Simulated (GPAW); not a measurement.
# Work function of Cl/Pd(111) at several levels

How far do functional and basis move the work function of Cl/Pd(111)?

Method: GPAW, PAW setups; slab in vacuum, relaxation, in the first sound run; inputs show where later runs differ, in GPAW 26.7.0.

## Step 1: Starting point

The cell holds 5 atoms: 4 Pd and 1 Cl. Cell: a = 2.751 Å, b = 2.751 Å, c = 26.708 Å, α = 90.0°, β = 90.0°, γ = 60.0°. Vacuum lies along c.

As a file:

```
Pd Cl
1.0
     2.75065    0.00000    0.00000
     1.37532    2.38213    0.00000
     0.00000    0.00000   26.70781
Pd Cl
4 1
Direct
  0.00000 0.00000 0.33698
  0.33333 0.33333 0.42107
  0.66667 0.66667 0.50516
  0.00000 0.00000 0.58925
  0.33333 0.33333 0.66302
```

## Step 2: Relaxation

Forces are removed first; all later runs use this geometry. The lowest 2 atoms are held at bulk positions and keep their forces.

run.py reads:

```python
import json
import numpy as np
from ase import Atoms
from ase.constraints import FixAtoms
from ase.optimize import BFGS
from gpaw import GPAW, PW

slab = Atoms(
    ['Pd', 'Pd', 'Pd', 'Pd', 'Cl'],
    positions=[
        [0.00000, 0.00000, 9.00000],
        [1.37532, 0.79404, 11.24589],
        [2.75065, 1.58809, 13.49179],
        [0.00000, 0.00000, 15.73768],
        [1.37532, 0.79404, 17.70781]],
    cell=[[2.75065, 0.0, 0.0], [1.37532, 2.38213, 0.0], [0.0, 0.0, 26.70781]],
    pbc=[True, True, False])

slab.calc = GPAW(mode=PW(400), xc='PBE', kpts={'size': (13, 13, 1), 'gamma': True},
                 occupations={'name': 'fermi-dirac', 'width': 0.1}, nbands='160%',
                 convergence={'density': 1e-05}, maxiter=200,
                 poissonsolver={'dipolelayer': 'xy'},
                 symmetry={'tolerance': 1e-3, 'extra_ids': [1, 1, 0, 0, 0]}, txt='slab.txt')
result = {}
slab.set_constraint(FixAtoms([0, 1]))
path = []
opt = BFGS(slab, maxstep=0.2)
opt.attach(lambda: path.append((slab.get_potential_energy(), slab.positions.tolist(), slab.get_forces().tolist())))
result['relaxed'] = bool(opt.run(fmax=0.03, steps=40))
result['path'] = path
energy = slab.get_potential_energy()
fermi = slab.calc.get_fermi_level()
v = slab.calc.get_electrostatic_potential().mean((0, 1)) - fermi
n = slab.calc.get_pseudo_density().mean((0, 1))
L = slab.cell[2, 2]
z = np.arange(len(v)) * L / len(v)
low, high = slab.positions[:, 2].min(), slab.positions[:, 2].max()
below, above = np.interp([low - 6.8, high + 6.8], z, v)
slopes = [np.interp(x, z, np.gradient(v, z)) for x in (low - 6.8, high + 6.8)]
eps = np.array([[slab.calc.get_eigenvalues(k, s) for k in range(len(slab.calc.get_ibz_k_points()))]
                for s in range(slab.calc.get_number_of_spins())]) - fermi
top, bottom = eps[eps < 0].max(), eps[eps > 0].min()
dipole = slab.get_dipole_moment()[2]
print(f'energy {energy:.4f} eV, Fermi level {fermi:.4f} eV, dipole {dipole:.5f} e A')
print(f'potential 6.8 A off the faces, from the Fermi level: lower {below:.4f} eV, upper {above:.4f} eV')
print(f'slope of the potential there: lower {slopes[0]:.5f}, upper {slopes[1]:.5f} eV/A')
print(f'nearest levels on the mesh: {top:.4f} and {bottom:.4f} eV')
print('magnetic moment', round(slab.get_magnetic_moment(), 3))
result.update(energy=energy, fermi=fermi, dipole=dipole, below=below, above=above, slopes=slopes, edges=[top, bottom],
              z=z.tolist(), v=v.tolist(), n=n.tolist(), positions=slab.positions.tolist(),
              forces=slab.get_forces(apply_constraint=False).tolist(), moments=slab.get_magnetic_moments().tolist())
json.dump(result, open('result.json', 'w'))
```

On the command line:

```sh
> OMP_NUM_THREADS=1 OPENBLAS_NUM_THREADS=1 python run.py
```

Output:

```text
Step          Energy          fmax
BFGS:    0      -15.779973        0.787681
BFGS:    1      -15.792188        0.695086
BFGS:    2      -15.827215        0.309404
BFGS:    3      -15.832558        0.304588
BFGS:    4      -15.840347        0.373589
BFGS:    5      -15.845802        0.330390
BFGS:    6      -15.849416        0.233642
BFGS:    7      -15.852648        0.311324
BFGS:    8      -15.856944        0.384601
BFGS:    9      -15.862233        0.383108
BFGS:   10      -15.868889        0.297830
BFGS:   11      -15.874307        0.152154
BFGS:   12      -15.876503        0.057201
BFGS:   13      -15.876760        0.010695
energy -15.7271 eV, Fermi level 0.6710 eV, dipole -0.02250 e A
potential 6.8 A off the faces, from the Fermi level: lower 5.2248 eV, upper 5.8417 eV
slope of the potential there: lower 0.00002, upper 0.00003 eV/A
nearest levels on the mesh: -0.0094 and 0.0074 eV
magnetic moment 0.0
```

Elapsed: 41 min, on 1 thread of Arm Neoverse V1, shared host; peak memory 0.25 GiB.

Step by step:

```csv
step,energy less that of the first step (eV),largest force (eV/Å)
1,0.0000,0.7877
2,-0.0114,0.6951
3,-0.0431,0.3094
4,-0.0477,0.3046
5,-0.0543,0.3736
6,-0.0589,0.3304
7,-0.0621,0.2336
8,-0.0651,0.3113
9,-0.0691,0.3846
10,-0.0740,0.3831
11,-0.0801,0.2978
12,-0.0850,0.1522
13,-0.0869,0.0572
14,-0.0871,0.0107
```

The atoms that moved most (Å):

```
atom     dx     dy     dz  length
 Cl5  0.000  0.000  0.362   0.362
 Pd4  0.000  0.000  0.105   0.105
 Pd3  0.000  0.000  0.051   0.051
```

The relaxed structure:

```
Pd Cl
1.0
     2.75065    0.00000    0.00000
     1.37532    2.38213    0.00000
     0.00000    0.00000   26.70781
Pd Cl
4 1
Direct
  0.00000 0.00000 0.33698
  0.33333 0.33333 0.42107
  0.66667 0.66667 0.50709
  0.00000 0.00000 0.59318
  0.33333 0.33333 0.67659
```

This step gave:

| Property | Result |
| --- | --- |
| dipole along the normal | -0.02250 e·Å |
| levels nearest the Fermi level on the mesh | -0.009391, 0.007404 eV from the Fermi level |
| upper work function | 5.842 eV |
| lower work function | 5.225 eV |

Electrostatic potential energy of an electron (without an applied field's), less the Fermi level, planar mean against z:

z (Å), electrostatic potential energy of an electron (without an applied field's), less the Fermi level, planar mean (eV) and a bar from the least value:
```
      0.0        5.5 ##############################
      0.5        5.2 #############################
      1.0        5.2 #############################
      1.5        5.2 #############################
      2.0        5.2 #############################
      2.5        5.2 #############################
      3.0        5.2 #############################
      3.5        5.2 #############################
      4.0        5.2 #############################
      4.5        5.2 #############################
      5.0        5.2 #############################
      5.5        5.2 #############################
      6.0        5.2 #############################
      6.5        5.2 #############################
      7.0        5.0 #############################
      7.5        4.3 ############################
      8.0        1.5 ##########################
      8.5       -9.6 ###############
      9.0      -23.0 ##
      9.5       -9.6 ###############
     10.0        0.4 #########################
     10.5       -3.0 #####################
     11.0      -18.9 ######
     11.5      -18.5 ######
     12.0       -2.8 ######################
     12.5        0.8 #########################
     13.0       -8.4 ################
     13.5      -22.9 ##
     14.0      -11.3 #############
     14.5        0.2 ########################
     15.0       -1.1 #######################
     15.5      -15.4 #########
     16.0      -21.3 ###
     16.5       -5.4 ###################
     17.0        1.3 ##########################
     17.5       -4.4 ####################
     18.0      -24.7 
     18.5       -8.9 ################
     19.0        3.0 ###########################
     19.5        5.3 ##############################
     20.0        5.8 ##############################
     20.5        5.8 ##############################
     21.0        5.8 ##############################
     21.5        5.8 ##############################
     22.0        5.8 ##############################
     22.5        5.8 ##############################
     23.0        5.8 ##############################
     23.5        5.8 ##############################
     24.0        5.8 ##############################
     24.5        5.8 ##############################
     25.0        5.8 ##############################
     25.5        5.8 ##############################
     26.0        5.8 ##############################
     26.5        5.7 ##############################
```

The pseudo valence density, planar mean oscillates, so the rows of the table below give means over windows of 2.35 Å about each position, cut where the curve ends. Its maxima inside the range that stand out by 2 % of the span (Å: e/Å³): 9.0: 2.75, 11.3: 2.67, 13.5: 2.66, 15.8: 2.76, 18.4: 0.690. Its minima: 10.0: 0.272, 12.4: 0.245, 14.7: 0.247, 16.9: 0.234.

The pseudo valence density, planar mean by z; means over each step:

| z (Å) | pseudo valence density, planar mean (e/Å³) |
| --- | --- |
| 3.53 | 3.4e-6 |
| 5.88 | 0.00178 |
| 8.23 | 0.873 |
| 10.58 | 1.09 |
| 12.93 | 1.06 |
| 15.28 | 1.05 |
| 17.63 | 0.492 |
| 19.98 | 0.0460 |
| 22.33 | 1.6e-5 |

The relaxation lowered the energy of the cell by 0.0871 eV (energies extrapolated to zero smearing; the optimiser's log prints free energies). The largest force left on a free atom is 0.011 eV/Å.

## Step 3: The slab's potential

The work function is the vacuum plateau of the electrostatic potential less the Fermi level; a dipole layer lets the two faces have plateaus of their own.

This step: GPAW, PAW setups; slab in vacuum (GPAW 26.7.0).

run.py, as its differences from that of step 2:

```diff
@@ -3,4 +3,2 @@
 from ase import Atoms
-from ase.constraints import FixAtoms
-from ase.optimize import BFGS
 from gpaw import GPAW, PW
@@ -12,5 +10,5 @@
         [1.37532, 0.79404, 11.24589],
-        [2.75065, 1.58809, 13.49179],
-        [0.00000, 0.00000, 15.73768],
-        [1.37532, 0.79404, 17.70781]],
+        [2.75065, 1.58809, 13.54316],
+        [0.00000, 0.00000, 15.84246],
+        [1.37532, 0.79404, 18.07028]],
     cell=[[2.75065, 0.0, 0.0], [1.37532, 2.38213, 0.0], [0.0, 0.0, 26.70781]],
@@ -22,10 +20,4 @@
                  poissonsolver={'dipolelayer': 'xy'},
-                 symmetry={'tolerance': 1e-3, 'extra_ids': [1, 1, 0, 0, 0]}, txt='slab.txt')
+                 symmetry={'tolerance': 1e-3}, txt='slab.txt')
 result = {}
-slab.set_constraint(FixAtoms([0, 1]))
-path = []
-opt = BFGS(slab, maxstep=0.2)
-opt.attach(lambda: path.append((slab.get_potential_energy(), slab.positions.tolist(), slab.get_forces().tolist())))
-result['relaxed'] = bool(opt.run(fmax=0.03, steps=40))
-result['path'] = path
 energy = slab.get_potential_energy()
```

Output:

```text
energy -15.7271 eV, Fermi level 0.6711 eV, dipole -0.02240 e A
potential 6.8 A off the faces, from the Fermi level: lower 5.2248 eV, upper 5.8416 eV
slope of the potential there: lower -0.00004, upper 0.00004 eV/A
nearest levels on the mesh: -0.0094 and 0.0074 eV
magnetic moment 0.0
```

It took 5.5 min on 1 thread; peak memory 0.24 GiB.

Numbers from this step:

* dipole along the normal: -0.02240 e·Å
* levels nearest the Fermi level on the mesh: -0.009414, 0.007399 eV from the Fermi level

The electrostatic potential energy of an electron (without an applied field's), less the Fermi level, planar mean oscillates, so the rows of the table below give means over windows of 2.35 Å about each position, cut where the curve ends. Its maxima inside the range that stand out by 2 % of the span (Å: eV): 10.1: 0.799, 12.4: 1.02, 14.7: 1.09, 17.1: 1.28. Its minima: 9.0: -23.1, 11.2: -23.2, 13.6: -23.2, 15.8: -23.2, 18.1: -25.9.

Electrostatic potential energy of an electron (without an applied field's), less the Fermi level, planar mean against z; means over each step:

z (Å), electrostatic potential energy of an electron (without an applied field's), less the Fermi level, planar mean (eV) and a bar from the least value:
```
     1.18        5.2 #############################
     3.53        5.2 #############################
     5.88        5.2 #############################
     8.23       -6.1 #######
    10.58       -9.5 
    12.93       -9.2 #
    15.28       -9.1 #
    17.63       -8.2 ###
    19.98        5.1 #############################
    22.33        5.8 ##############################
    24.68        5.8 ##############################
```

Table of pseudo valence density, planar mean by z:

```csv
z (Å),"pseudo valence density, planar mean (e/Å³)"
5.5,1.7e-4
6.0,6.5e-4
6.5,0.00258
7.0,0.00995
7.5,0.0400
8.0,0.185
8.5,0.887
9.0,2.69
9.5,0.927
10.0,0.290
10.5,0.433
11.0,1.95
11.5,1.90
12.0,0.417
12.5,0.267
13.0,0.759
13.5,2.63
14.0,1.06
14.5,0.287
15.0,0.353
15.5,1.53
16.0,2.35
16.5,0.515
17.0,0.242
17.5,0.525
18.0,0.663
18.5,0.606
19.0,0.186
19.5,0.0345
20.0,0.00612
20.5,0.00105
21.0,2.0e-4
```

Force by atom:

```csv
atom,x (eV/Å),y (eV/Å),z (eV/Å),size
Pd1,0.000,0.000,-0.342,0.342
Pd2,0.000,0.000,0.350,0.350
Pd3,0.000,0.000,-0.004,0.004
Pd4,0.000,0.000,-0.010,0.010
Cl5,0.000,0.000,0.005,0.005
```

The potential is flat to 4.4e-5 eV/Å where it is read, so the vacuum is wide enough.

## Step 4: Self-consistent run: xc = "revPBE"

The same geometry under revPBE, to see how far the functional moves the levels against the vacuum.

run.py, as its differences from that of step 3:

```diff
@@ -16,3 +16,3 @@
 
-slab.calc = GPAW(mode=PW(400), xc='PBE', kpts={'size': (13, 13, 1), 'gamma': True},
+slab.calc = GPAW(mode=PW(400), xc='revPBE', kpts={'size': (13, 13, 1), 'gamma': True},
                  occupations={'name': 'fermi-dirac', 'width': 0.1}, nbands='160%',
```

Output:

```text
energy -13.3856 eV, Fermi level 0.7739 eV, dipole -0.02489 e A
potential 6.8 A off the faces, from the Fermi level: lower 5.0600 eV, upper 5.7453 eV
slope of the potential there: lower 0.00005, upper 0.00008 eV/A
nearest levels on the mesh: -0.0104 and 0.0067 eV
magnetic moment 0.0
```

Wall time 4.1 min (1 thread); peak memory 0.24 GiB.

This step gave:

```yaml
dipole_along_the_normal: -0.02489 e·Å
levels_nearest_the_fermi_level_on_the_mesh: -0.01044, 0.006693 eV from the Fermi level
upper_work_function: 5.745 eV
lower_work_function: 5.060 eV
```

The electrostatic potential energy of an electron (without an applied field's), less the Fermi level, planar mean oscillates, so the rows of the table below give means over windows of 2.35 Å about each position, cut where the curve ends. Its maxima inside the range that stand out by 2 % of the span (Å: eV): 10.1: 0.706, 12.4: 0.924, 14.7: 0.992, 17.1: 1.20. Its minima: 9.0: -23.1, 11.2: -23.3, 13.6: -23.3, 15.8: -23.2, 18.1: -25.9.

Electrostatic potential energy of an electron (without an applied field's), less the Fermi level, planar mean against z; means over each step:

```
z (Å)  electrostatic potential energy of an electron (without an applied field's), less the Fermi level, planar mean (eV)
 1.18                                                                                                                5.09
 3.53                                                                                                                5.06
 5.88                                                                                                                5.02
 8.23                                                                                                               -6.23
10.58                                                                                                               -9.60
12.93                                                                                                               -9.28
15.28                                                                                                               -9.21
17.63                                                                                                               -8.26
19.98                                                                                                                5.06
22.33                                                                                                                5.74
24.68                                                                                                                5.75
```

The pseudo valence density, planar mean oscillates, so the rows of the table below give means over windows of 2.35 Å about each position, cut where the curve ends. Its maxima inside the range that stand out by 2 % of the span (Å: e/Å³): 9.0: 2.75, 11.3: 2.67, 13.5: 2.66, 15.8: 2.76, 18.4: 0.690. Its minima: 10.0: 0.272, 12.4: 0.244, 14.7: 0.246, 16.9: 0.233.

The pseudo valence density, planar mean by z; means over each step:

```
z (Å)  pseudo valence density, planar mean (e/Å³)
 3.53                                      3.6e-6
 5.88                                     0.00174
 8.23                                       0.874
10.58                                        1.09
12.93                                        1.06
15.28                                        1.05
17.63                                       0.492
19.98                                      0.0459
22.33                                      1.6e-5
```

Force by atom:

```
atom  x (eV/Å)  y (eV/Å)  z (eV/Å)   size
 Pd1     0.000     0.000    -0.495  0.495
 Pd2     0.000     0.000     0.360  0.360
 Pd3     0.000     0.000    -0.002  0.002
 Pd4     0.000     0.000     0.014  0.014
 Cl5     0.000     0.000     0.119  0.119
```

The upper face's work function is 5.745 eV, against 5.842 eV in the first plane-wave PBE run at this geometry.

## Step 5: Self-consistent run: xc = "LDA"

The same geometry under LDA, to see how far the functional moves the levels against the vacuum.

run.py, as its differences from that of step 4:

```diff
@@ -16,3 +16,3 @@
 
-slab.calc = GPAW(mode=PW(400), xc='revPBE', kpts={'size': (13, 13, 1), 'gamma': True},
+slab.calc = GPAW(mode=PW(400), xc='LDA', kpts={'size': (13, 13, 1), 'gamma': True},
                  occupations={'name': 'fermi-dirac', 'width': 0.1}, nbands='160%',
```

Output:

```text
energy -21.4447 eV, Fermi level 0.3550 eV, dipole -0.01574 e A
potential 6.8 A off the faces, from the Fermi level: lower 5.6435 eV, upper 6.0763 eV
slope of the potential there: lower -0.00003, upper 0.00007 eV/A
nearest levels on the mesh: -0.0074 and 0.0075 eV
magnetic moment 0.0
```

Wall time 5 min (1 thread); peak memory 0.24 GiB.

Numbers from this step:

```
dipole along the normal                    : -0.01574 e·Å
levels nearest the Fermi level on the mesh : -0.007436, 0.007483 eV from the Fermi level
upper work function                        : 6.076 eV
lower work function                        : 5.644 eV
```

The electrostatic potential energy of an electron (without an applied field's), less the Fermi level, planar mean oscillates, so the rows of the table below give means over windows of 2.24 Å about each position, cut where the curve ends. Its maxima inside the range that stand out by 2 % of the span (Å: eV): 10.1: 1.22, 12.4: 1.44, 14.7: 1.50, 17.0: 1.59. Its minima: 9.0: -22.9, 11.2: -23.0, 13.6: -23.0, 15.8: -23.0, 18.1: -25.7.

Electrostatic potential energy of an electron (without an applied field's), less the Fermi level, planar mean against z; means over each step:

z (Å), electrostatic potential energy of an electron (without an applied field's), less the Fermi level, planar mean (eV) and a bar from the least value:
```
     1.12        5.7 #############################
     3.36        5.6 #############################
     5.60        5.6 #############################
     7.84       -1.5 ###############
    10.08       -9.0 
    12.32       -8.6 #
    14.56       -8.5 #
    16.80       -8.7 #
    19.04       -2.7 #############
    21.28        6.1 ##############################
    23.52        6.1 ##############################
    25.76        6.1 ##############################
```

The upper face's work function is 6.076 eV, against 5.842 eV in the first plane-wave PBE run at this geometry.

## Step 6: Self-consistent run: xc = "vdW-DF2"

The same geometry under vdW-DF2, to see how far the functional moves the levels against the vacuum (the van der Waals functionals take revPBE setups).

run.py, as its differences from that of step 5:

```diff
@@ -16,3 +16,3 @@
 
-slab.calc = GPAW(mode=PW(400), xc='LDA', kpts={'size': (13, 13, 1), 'gamma': True},
+slab.calc = GPAW(mode=PW(400), xc='vdW-DF2', kpts={'size': (13, 13, 1), 'gamma': True},
                  occupations={'name': 'fermi-dirac', 'width': 0.1}, nbands='160%',
```

Output:

```text
energy -406.0237 eV, Fermi level 0.4694 eV, dipole -0.02631 e A
potential 6.8 A off the faces, from the Fermi level: lower 5.5825 eV, upper 6.3073 eV
slope of the potential there: lower -0.00013, upper 0.00005 eV/A
nearest levels on the mesh: -0.0107 and 0.0066 eV
magnetic moment 0.0
```

Elapsed: 5.5 min, on 1 thread; peak memory 0.37 GiB.

This step gave:

| Property | Result |
| --- | --- |
| dipole along the normal | -0.02631 e·Å |
| levels nearest the Fermi level on the mesh | -0.01075, 0.006600 eV from the Fermi level |
| upper work function | 6.307 eV |
| lower work function | 5.582 eV |

The upper face's work function is 6.307 eV, against 5.842 eV in the first plane-wave PBE run at this geometry.

(Continued in part 2 of 2.)

[Logs are printed without paths, hosts, clocks, repeated set-up lines and the standing remarks that a program may print on its own settings, such as how far it seeks lower states.]

[Hosts, paths, dates, database ids (printed as entryN), source tags and the programs' standing remarks are cut or masked in the printed files.]
